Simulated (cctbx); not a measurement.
# Lattice, Laue class and space group of a new crystal

Cell: a = 11.3222 Å, b = 11.8500 Å, c = 5.5890 Å, α = 90.00°, β = 118.90°, γ = 90.00°. Expected content of the cell: Nd8 Co12 Ti20.

Simulated single-crystal data (cctbx): Mo Kα, λ = 0.71073 Å, to d = 0.6 Å, 50 % of the full sphere, strongest reflection 40000 counts, noise from counting, a 1.5 % proportional error and a noise floor of 15 counts (s.d.); no absorption.

A first pass over the reflections prints:

```text
6347 reflections to d = 0.600 A
centring   violations  <I/sigma> of those
    A       1127 of  3155      7.1
    B       1127 of  3181      7.0
    C          0 of  3182      0.0
    I       1126 of  3180      6.9
    R       1469 of  4267      7.0
    F       1127 of  4759      4.7
Laue class    unique    Rint  (classes that these axes allow; Friedel mates merged)
C 1 2/m 1        1521   0.025
space group    extra absences  I>4sigma  <I/sigma>
C 1 2 1                 0          0         -  acentric
C 1 m 1                 0          0         -  acentric
C 1 c 1                54          0      -0.2  acentric
C 1 n 1                54          0      -0.2  acentric
C 1 2/m 1               0          0         -  centric
C 1 2/c 1              54          0      -0.2  centric
C 1 2/n 1              54          0      -0.2  centric
Wilson B = 0.87 A^2   <|E^2-1|> = 0.909 (0.968 centric, 0.736 acentric)   E^2>4: 3.5 %
shell (A)         n   <I/sigma>
 7.60 - 1.20    191     28.8
 1.20 - 0.95    191     24.3
 0.95 - 0.83    194     21.2
 0.83 - 0.76    185     18.2
 0.76 - 0.70    193     17.4
 0.70 - 0.66    195     12.5
 0.66 - 0.63    177     12.7
 0.63 - 0.60    195     10.6
```

Q: Read the symmetry from these tables.

The reflections that C centring forbids are absent (⟨I/σ⟩ near 0), so the lattice is C.

Only C 1 2/m 1 fits these axes (Rint 0.025); a search for a hidden higher lattice was not made.

7 settings pass the absence test. The most absences obeyed, 54, belong to C 1 c 1, C 1 n 1, C 1 2/c 1 and C 1 2/n 1, which absences can't tell apart.

⟨|E²−1|⟩ = 0.909 leans to a centrosymmetric structure. The Wilson B of 0.87 Å² means U ≈ 0.0110 Å².

The true group is C2/c (no. 15), Laue class 2/m, centrosymmetric. The tables only narrow the choice to the tied entries; cell content, site symmetry and trial solutions must settle it.

The model was made for the exercise: a known structure type with other elements put in, its volume estimated, not relaxed; displacement parameters are assumed.

[Logs are printed without paths, hosts, clocks, repeated set-up lines and the standing remarks that a program may print on its own settings, such as how far it seeks lower states.]
